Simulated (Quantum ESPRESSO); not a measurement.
# Dipole at the next field: bismuthene, 1 layer

Method. Quantum ESPRESSO 7.5, PBE, GBRV ultrasoft; sawtooth field along the normal with dipole correction, ions clamped, threshold 1e-9 Ry; cell area 16.378 Å².

| field (V/Å) | dipole (e Å a cell) |
| --- | --- |
| 0 | 0.00002 |
| 0.1 | 0.04308 |
| 0.2 | 0.08625 |

To predict: What is the dipole at 0.3 V/Å, and what electrostatic thickness 4πα/A follows from the rows?

**Worked estimate.** The slope is (0.08625 − (0.00002))/0.2 = 0.4311 e Å²/V, so 4πα/A = 180.95 × 0.4311/16.378 = 4.76 Å. Linear response gives p = 0.00002 + 0.4311 × (0.3) = 0.12936 e Å; a parabola through the three rows gives 0.12953.

**Check.** p = 0.12966 e Å. The line misses by 0.2 % of the induced dipole and the parabola by 0.1 %. The response is linear over this range.

**Limits.** Electrons alone respond; local and semilocal functionals tend to overscreen.
